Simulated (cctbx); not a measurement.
## Diagnosing a refinement

Cell a = 4.4870 Å, b = 4.4870 Å, c = 5.8740 Å, α = 90.00°, β = 90.00°, γ = 90.00°; space group P4/mmm (no. 123).

The data are simulated with cctbx, not measured: synchrotron X-rays, λ = 0.6889 Å, to d = 0.84 Å, 95 % of the full sphere, strongest reflection 70000 counts, noise from counting, a 4 % proportional error and a noise floor of 2 counts (s.d.); no absorption, and some extinction, which the refinements don't model.

An anisotropic refinement with weights 1/σ² prints:

```text
Rint 0.033, 86 unique reflections to 0.84 A
cycle     R1     wR2    GooF  max shift (A)
   1  0.0760  0.2295  15.442   0.00112
   5  0.0280  0.0770   5.182   0.00001
final R1 0.0280 wR2 0.0770 GooF 5.181  parameters 10  data/parameter 8.6
atom        x        y        z      Ueq    occ   su(xyz)  su(Uiso or U11)
Pb1    0.50000  0.50000  0.78356   0.0162  1.000  0.00015  0.0007
Sn1    0.00000  0.00000  0.00000   0.0098  1.000  0.00000  0.0008
Mn1    0.50000  0.00000  0.50000   0.0261  1.000  0.00000  0.0021
C1     0.00000  0.00000  0.50000   2.1659  1.000  0.00000  5.9992
difference map: max 5.69 min -1.22 rms 0.48
Q1    0.0000  0.0000  0.0000    1    5.69  0.00 A from Sn1
Q2    0.0000  0.0000  0.5000    1    5.19  0.00 A from C1
Q3    0.5000  0.5000  0.2353    2    1.05  0.11 A from Pb1
Q4    0.2613  0.2613  0.0000    4    0.42  1.66 A from Sn1
Q5    0.0000  0.2285  0.3921    8    0.40  1.21 A from C1
Q6    0.2132  0.5000  0.0664    8    0.36  1.56 A from Pb1
```

Q: Accept it or mend it, and why?

Mend it. The fault: wrong element: Sn1 is Ce. Against the right model at the same level, R1 goes from 0.0103 to 0.0280 and GooF from 1.23 to 5.18, U of Sn1 shrinks from 0.0204 to 0.0098 Å² and the top difference peak, 5.7 e/Å³, lies on Sn1. Sn1 has 8 electrons too few and its U shrinks to make up, as expected.

The compound is CeMn2Pb2C. The right model at the same level gives:

```text
Rint 0.033, 86 unique reflections to 0.84 A
cycle     R1     wR2    GooF  max shift (A)
   1  0.0107  0.0188   1.266   0.00006
   2  0.0103  0.0182   1.226   0.00000
final R1 0.0103 wR2 0.0182 GooF 1.226  parameters 10  data/parameter 8.6
atom        x        y        z      Ueq    occ   su(xyz)  su(Uiso or U11)
Pb1    0.50000  0.50000  0.78340   0.0167  1.000  0.00004  0.0002
Ce1    0.00000  0.00000  0.00000   0.0204  1.000  0.00000  0.0002
Mn1    0.50000  0.00000  0.50000   0.0275  1.000  0.00000  0.0005
C1     0.00000  0.00000  0.50000   0.0535  1.000  0.00000  0.0059
difference map: max 0.33 min -1.28 rms 0.23
Q1    0.5000  0.5000  0.5000    1    0.36  1.66 A from Pb1
Q2    0.2664  0.2664  0.0000    4    0.34  1.69 A from Ce1
Q3    0.2243  0.5000  0.2366    8    0.30  1.24 A from Pb1
Q4    0.0000  0.2444  0.0000    4    0.29  1.10 A from Ce1
Q5    0.2583  0.4097  0.3947   16    0.28  1.37 A from Mn1
Q6    0.0000  0.2564  0.5000    4    0.26  1.09 A from Mn1
```

Isotropic U is held between 0.0001 and 1 Å² by the program, and listed peak heights are interpolated, so they can pass the grid's maximum.

The model was made for the exercise: a known structure type with other elements put in, its volume estimated, not relaxed; displacement parameters are assumed.

[Middle refinement cycles are left out of these outputs.]

[Logs are printed without paths, hosts, clocks, repeated set-up lines and the standing remarks that a program may print on its own settings, such as how far it seeks lower states.]
